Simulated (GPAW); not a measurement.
Consider LiMg (P-6m2).

```xyz
2
Lattice="3.1085 0.0000 0.0000 -1.5542 2.6920 0.0000 0.0000 0.0000 5.0255" Properties=species:S:1:pos:R:3 pbc="T T T"
Mg    1.5542    0.8973    2.5127
Li    0.0000    0.0000    0.0000
```

Absorber: atom 1, with 6 Li at 3.09 Å and 6 Mg at 3.11 Å (anticuboctahedral, as in hcp, site symmetry -6m2). Method: GPAW, LDA, excited-electron core hole (neutral cell), 8-atom cell with 5.9 Å between holes, 5×5×5 k points, dipole transitions, Gaussian full width 0.9 eV up to 4 eV, rising linearly to 3.5 eV at 25 eV.

Where do the maxima of the Mg K edge fall?

Main maxima up to 24 eV above the zero (height): 1.0 eV (1.06), 3.9 eV (1.05), 7.7 eV (1.38), 10.0 eV (1.34), 14.3 eV (1.10) and 23.0 eV (0.67). A K edge sees empty p states on the absorber. The total-energy difference is 1307.33 eV. One term is added: -12.89 eV, since the hole is spin-paired here and a spin-polarised one costs that much less in the free atom (computed apart). The photon energy is then 1294.43 eV. The tabulated edge of the element is 1303 eV. The functional leaves an error in such absolute values: in the free atom LDA prices this hole 6.5 eV below PBE (computed apart), and PBE is itself good to a few eV.

The Mg K spectrum (energy from the lowest empty level; intensity scaled to a mean of 1 over the first 20 eV; polarised curves are means over the symmetry-equivalent atoms):

```csv
E (eV),isotropic,ε ⊥ c,ε ∥ c
-2.0,0.00,0.00,0.00
-1.0,0.00,0.00,0.01
0.0,0.34,0.26,0.52
1.0,1.06,1.24,0.69
2.0,0.98,0.96,1.01
3.0,0.77,0.72,0.88
4.0,1.05,1.13,0.88
5.0,0.95,0.91,1.04
6.0,1.18,1.24,1.06
7.0,1.26,1.30,1.19
8.0,1.36,1.36,1.36
9.0,1.24,1.07,1.57
10.0,1.34,1.05,1.92
11.0,1.21,1.16,1.30
12.0,1.13,1.27,0.86
13.0,1.07,1.12,0.97
14.0,1.09,1.13,1.01
15.0,1.05,1.21,0.73
16.0,0.85,1.00,0.53
17.0,0.71,0.82,0.48
18.0,0.63,0.73,0.43
19.0,0.58,0.66,0.41
20.0,0.58,0.63,0.48
21.0,0.60,0.59,0.64
22.0,0.65,0.54,0.86
23.0,0.67,0.50,1.00
24.0,0.65,0.47,1.00
25.0,0.61,0.46,0.91
26.0,0.60,0.50,0.79
27.0,0.63,0.59,0.70
28.0,0.70,0.72,0.68
29.0,0.79,0.83,0.71
30.0,0.85,0.89,0.77
31.0,0.87,0.89,0.82
32.0,0.83,0.83,0.84
```

The holes are only 5.9 Å apart, so the shape is probably not converged with cell size; no larger cell was run here. The mesh is coarse (0.26 Å⁻¹ between points), so small maxima may be mesh ripples. The structure is a computed Materials Project entry and may be a hypothetical form.

[Banner, clock and machine lines of the logs are left out without a mark of their own.]

[Logs are printed without paths, hosts, clocks, repeated set-up lines and the standing remarks that a program may print on its own settings, such as how far it seeks lower states.]

[Hosts, paths, dates, database ids (printed as entryN), source tags and the programs' standing remarks are cut or masked in the printed files.]

[Lists of maxima count a maximum above −3 eV only where it reaches 4 % of the highest in the window and stands out from its surroundings by 2 % of it (1.5 % where it reaches 55 %); shoulders and weaker maxima are passed over, and of the rest the first, up to two pre-edge ones and the few strongest are named.]
